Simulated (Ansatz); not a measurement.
# A hypothetical structure for CaPd2N2, part 2 of 2

Starting from a made-up structure for CaPd2N2, the aim is the relaxed cell, its shortest contacts and, where a second run follows, its electronic structure.

Ansatz 0.2.0; DFT, r2SCAN, plane-wave PAW, files of the set soft_1, scalar-relativistic, no spin, cell and ions relaxed at zero pressure; PAW set soft_1 (the session's first sound run).

So far: Set-up; Relaxation of the guess. The relaxed cell has a = 3.766, c = 9.977 Å (conventional setting).

**3. Electronic structure of the relaxed cell**

With the geometry fixed, one more self-consistent run, with a narrower smearing and the mesh shown in its input, gives the bands, and its pressure, and its forces where symmetry allows any, show how far the geometry depends on these settings.

This step: DFT, r2SCAN, plane-wave PAW, files of the set soft_1, scalar-relativistic, no spin, bands and density of states at the relaxed cell; PAW set soft_1 (Ansatz 0.2.0).

Contents of input.yaml:

```yaml
crystal:
  lattice:
    - [-1.8831932097, 1.8831932097, 4.9884228256]
    - [1.8831932097, -1.8831932097, 4.9884228256]
    - [1.8831932097, 1.8831932097, -4.9884228256]
  atoms:
    - { symbol: Pd, position: [0.25, 0.75, 0.5] }
    - { symbol: Pd, position: [0.75, 0.25, 0.5] }
    - { symbol: Ca, position: [0.0, 0.0, 0.0] }
    - { symbol: "N", position: [0.561551152, 0.561551152, 0.0] }
    - { symbol: "N", position: [0.438448848, 0.438448848, 0.0] }
kpoints:
  mp_grid: { grid: [12, 12, 12] }
  band_path:
    path:
      - [[0.0, 0.0, 0.0], [-0.5, 0.5, 0.0], [-0.5, 0.5, -0.07125794], [-0.28562897, 0.28562897, -0.28562897], [0.0, 0.0, 0.0], [0.5, 0.5, -0.5], [0.28562897, 0.71437103, -0.71437103], [0.0, 0.5, -0.5], [-0.25, 0.75, -0.25], [0.07125794, 0.92874206, -0.5], [0.5, 0.5, -0.5]]
      - [[-0.5, 0.5, 0.0], [-0.25, 0.75, -0.25]]
    npoints: 7
scf:
  occupations: { method: fermi_dirac, width: 0.03 }
  n_extra_bands: 9
hamiltonian:
  xc: r2scan
  pseudopotentials: { kind: paw, azcp: { folder: soft_1 } }
output:
  forces: true
  stress: true
  write_bands: true
  dos: { projected: true }
  write_density: true
  write_potential: true
  elf: true
  volumetric_format: npy
```

Launch:

```sh
$ ansatz run input.yaml --threads 4 --pin off --max-ram 8192MiB --backend cpu --events-out ev --progress --plain --runs-dir out
```

Numbers of over 12 decimals in the logs are rounded to 6 here.

Log:

```text
[...]
Crystal: 5 atoms, lattice volume = 70.764 Å³
Basis set: ecut = 500 eV, 1799 PW (Γ), exchange–correlation on 180×180×180 points (64 copies of the dense FFT grid, shifted against one another)
Bands: 37, of which v1, the nominal top of the filled ones, is band 28 counted from 1 (27 counted from 0)
Symmetry: 16 space group operations
[...]
k-points: 163 of 1728
[...]
SCF iter   1: F=—  HF=-16567.523099 eV  |F-HF|=—  |Δ(HF+E_count)|=         —  Δρ=1.89e-1  dr2=4.89e1  dr2_τ=1.42e0  ethr=3.10e-3  ⟨swp⟩=8.5  Hψ=31144  notcnv=0
[...]
SCF iter  10: F=-16562.545652 eV  HF=-16562.545652 eV  |F-HF|=3.77e-9  |Δ(HF+E_count)|=   8.40e-8  Δρ=5.82e-6  dr2=3.64e-8  dr2_τ=2.02e-9  ethr=1.79e-10  ⟨swp⟩=12.8  Hψ=41366  notcnv=0
SCF 1 converged in 10 iterations: F = -16562.545652 eV  dr2 = 3.64e-8
[...]
NSCF: frozen V_eff on 79 k-points
SCF converged after 10 iterations
Free energy (F): -16562.545652 eV
[...]
Internal energy: -16562.541394 eV  (E = F + TS)
E sigma→0 (E₀):  -16562.543523 eV
Entropy (-TS):   -0.004258 eV (-0.852 meV/atom)
Fermi energy:    13.507610 eV
[...]
--- Forces (eV/Å), atoms counted from 1 ---
  atom   1  Pd    -0.00000000    -0.00000000    -0.00000000
  atom   2  Pd     0.00000000    -0.00000000     0.00000000
  atom   3  Ca    -0.00000000    -0.00000000     0.00000000
  atom   4  N      0.00000000     0.00000000     0.01696298
  atom   5  N     -0.00000000    -0.00000000    -0.01696298
  max |Σ_I F_I| component: 3.47e-17 eV/Å
--- Stress (GPa, compression-positive) ---
       -0.003531      -0.000000       0.000000
       -0.000000      -0.003531      -0.000000
        0.000000      -0.000000      -0.067565
  P = ⅓ Tr σ = -0.0249 GPa (-0.249 kbar)
--- Band table (eV; the first three rows and the last of 163) ---
  k-point 0: bands = [... 24 lower, 11.9628, 12.6125, 13.0300, 13.4331, 13.4331, 14.1916, 14.7162, 16.8979, ... 5 higher]
  k-point 1: bands = [... 24 lower, 12.0148, 12.7548, 12.9251, 13.1435, 13.4314, 14.1960, 14.9532, 17.0798, ... 5 higher]
  k-point 2: bands = [... 24 lower, 12.0591, 12.3248, 12.6493, 13.1085, 13.3905, 14.2986, 15.6055, 17.1805, ... 5 higher]
  k-point 162: bands = [... 24 lower, 12.2399, 12.5381, 13.0320, 14.1915, 15.0578, 15.0578, 15.8741, 15.9102, ... 5 higher]
```

The job ended after 17 s (4 threads of Intel Xeon 6975P-C (Granite Rapids), shared host; peak memory 1.1 GiB).

This step gave:

* free energy: -16562.5457 eV
* energy at zero smearing: -16562.5435 eV
* smearing term TS: 0.004258 eV
* pressure: -0.02488 GPa

From bands.tsv, the bands that come nearest the Fermi level along the path, at its corners, in eV from the Fermi level:

```
point  band 25  band 26  band 27  band 28  band 29  band 30  band 31  band 32
    Γ    -1.54    -0.90    -0.48    -0.07    -0.07     0.68     1.21     3.39
    X    -1.35    -1.20    -1.13    -1.11     1.07     2.58     2.94     4.35
    Y    -1.66    -1.37    -1.12    -0.63     0.71     2.65     2.80     4.39
    S    -1.85    -1.75    -1.64    -1.05     1.30     1.45     1.62     3.84
    Γ    -1.54    -0.90    -0.48    -0.07    -0.07     0.68     1.21     3.39
    Z    -1.27    -0.97    -0.48     0.68     1.55     1.55     2.37     2.40
   S1    -1.85    -1.75    -1.64    -1.05     1.30     1.45     1.62     3.84
    N    -2.13    -1.92    -1.79    -0.59     0.19     1.39     2.72     3.37
    P    -1.89    -1.12    -1.11     0.35     0.35     2.01     3.62     4.36
   Y1    -1.66    -1.37    -1.12    -0.63     0.71     2.65     2.80     4.39
    Z    -1.27    -0.97    -0.48     0.68     1.55     1.55     2.37     2.40
    X    -1.35    -1.20    -1.13    -1.11     1.07     2.58     2.94     4.35
    P    -1.89    -1.12    -1.11     0.35     0.35     2.01     3.62     4.36
```

States per cell as run, both spins, in windows of 1 eV, from dos.tsv (zero at the Fermi level):

| from | to | total |
| --- | --- | --- |
| -8 | -7 | 4.78 |
| -7 | -6 | 0.00 |
| -6 | -5 | 0.00 |
| -5 | -4 | 1.78 |
| -4 | -3 | 5.74 |
| -3 | -2 | 5.39 |
| -2 | -1 | 6.29 |
| -1 | 0 | 2.82 |
| 0 | 1 | 2.35 |
| 1 | 2 | 1.64 |
| 2 | 3 | 1.44 |
| 3 | 4 | 2.36 |
| 4 | 5 | 4.31 |

Below -8 eV lie 29.2 more states.

Valence density in the ac plane of the conventional cell at fractional y = 0.000, with atoms of Pd and Ca and N within 0.2 Å of it. It is the smooth field of the valence electrons, not physical close to the nuclei.

Ten steps, logarithmic in the rise over the least value, from '_' (0 e/Å³) to '@' (15 e/Å³), each cell a mean:
```
####++--..__________..==**##
++==--..____________..::==++
......__............__......
____....::----==--::....____
__....::==**%%%%##**--::..__
__....--**%%@@@@@@##==::..__
____..--++%%@@@@%%##==::..__
......::--++**##**==::......
==--::....::::::::....::----
****==::....____....::--++**
****++--..__________::--++**
****==::..__________..--++**
****==::..__________..--++**
****++--..________..::--++**
++++--::..............--==++
::::::..::----==--::....::::
__....::==**%%%%##**--....__
__....--**%%@@@@@@##==::..__
__....--++%%@@@@%%##==::..__
____..::--++**##**==::....__
______....::::::::......____
--::....______________..::::
****==::____________..--++**
%%##**--..__________::==**##
```
Columns run along a (3.8 Å), rows up along c (10.0 Å), edges of the conventional cell, whose origin can differ from the input's. Atoms in or near the plane, at fractional coordinates: Pd at (0.50, 0.25), Pd at (0.50, 0.75), Ca at (0.00, 0.00), N at (0.00, 0.56), N at (0.00, 0.44).

ELF in the ac plane of the conventional cell at fractional y = 0.000, with atoms of Pd and Ca and N within 0.2 Å of it. It is the smooth field of the valence electrons, not physical close to the nuclei.

Ten even steps from '_' (0.01) to '@' (0.85), each cell a mean:
```
@@@@@@**..__________--%%@@@@
%%##++::____......____--**%%
::........::::::::::..__..::
......::--------------::....
..::::--==++======++==::::..
....::--++==--::--++==::....
____..::==++----==++==::..__
::......--========--::....::
%%##++::..::::--::..::==**%%
##@@@@##--....::..::++%%@@%%
::**%%##==..______::++%%%%==
##%%##++::________..--**%%%%
++####**--..______..==####**
--**@@%%==........::**@@%%++
@@@@%%++::..::::::..--##@@@@
**++--....::------::..::==++
____....--==========--..____
__....--++==--::--++==::....
....::--++==----==++==::::..
..::::--============--::::..
____..::::----------::....__
==--::__....::::::......--==
@@@@%%==____________..**%%@@
@@@@@@##..__________==@@@@@@
```
Columns run along a (3.8 Å), rows up along c (10.0 Å), edges of the conventional cell, whose origin can differ from the input's. Atoms in or near the plane, at fractional coordinates: Pd at (0.50, 0.25), Pd at (0.50, 0.75), Ca at (0.00, 0.00), N at (0.00, 0.56), N at (0.00, 0.44).

Electrostatic potential energy in the ac plane of the conventional cell at fractional y = 0.000, with atoms of Pd and Ca and N within 0.2 Å of it. With pseudopotentials it is smooth inside the atoms' cores, unlike the true potential.

Ten even steps from '_' (-54 eV) to '@' (17 eV), each cell a mean:
```
__..==##%%@@@@@@@@@@%%**--__
==++##%%@@@@@@@@@@@@%%%%**++
%%%%@@@@@@@@@@@@@@@@@@@@@@%%
@@@@@@@@@@%%####%%%%@@@@@@@@
@@@@@@@@##==--::--++%%@@@@@@
@@@@@@%%++::______--**@@@@@@
@@@@@@%%++--____..==##@@@@@@
@@@@@@@@%%**====++##@@@@@@@@
%%%%@@@@@@@@@@%%@@@@@@@@@@%%
--==##@@@@@@@@@@@@@@@@%%**--
..::**@@@@@@@@@@@@@@@@%%==..
::==##@@@@@@@@@@@@@@@@%%**--
::--**@@@@@@@@@@@@@@@@%%++::
..::**@@@@@@@@@@@@@@@@%%==..
++**%%@@@@@@@@@@@@@@@@@@##++
@@@@@@@@@@%%####%%@@@@@@@@@@
@@@@@@@@##==--::--++%%@@@@@@
@@@@@@%%++::______--**@@@@@@
@@@@@@%%++--____..==##@@@@@@
@@@@@@@@%%**====++##%%@@@@@@
@@@@@@@@@@@@@@%%@@@@@@@@@@@@
##%%%%@@@@@@@@@@@@@@@@%%%%##
::--**%%@@@@@@@@@@@@%%##++--
____--##%%@@@@@@@@@@%%++::__
```
Columns run along a (3.8 Å; values clipped at the 3rd and 97th percentile), rows up along c (10.0 Å), edges of the conventional cell, whose origin can differ from the input's. Atoms in or near the plane, at fractional coordinates: Pd at (0.50, 0.25), Pd at (0.50, 0.75), Ca at (0.00, 0.00), N at (0.00, 0.56), N at (0.00, 0.44).

**4. What came out**

| Property | Result |
| --- | --- |
| space group, relaxed | I4/mmm |
| conventional cell | a = 3.766, b = 3.766, c = 9.977 Å; α = 90.0°, β = 90.0°, γ = 90.0° |
| volume per atom | 14.15 Å³ (guess 14.90) |

CaPd2N2 relaxes to I4/mmm with a = 3.766, b = 3.766 and c = 9.977 Å. The guessed volume was 5 % too large. The space group I4/mmm was held in the relaxation, so the end point is a stationary structure within it and may be a saddle against distortions or other arrangements. Bands cross the Fermi level, so it is a metal or semimetal at this level. On the 12×12×12 mesh with the narrower smearing (relaxed on 9×9×9) the largest force component is 0.017 eV/Å and the largest stress component is 0.068 GPa, against the relaxation's thresholds of 0.015 eV/Å and 0.05 GPa. The cutoff wasn't tested. No dispersion term is used, so weakly bound directions may come out too long. The runs have no spin, and magnetism wasn't tested. Nothing here tests whether the compound is stable against decomposition.

[Logs are printed without paths, hosts, clocks, repeated set-up lines and the standing remarks that a program may print on its own settings, such as how far it seeks lower states.]

[Hosts, paths, dates, database ids (printed as entryN), source tags and the programs' standing remarks are cut or masked in the printed files.]
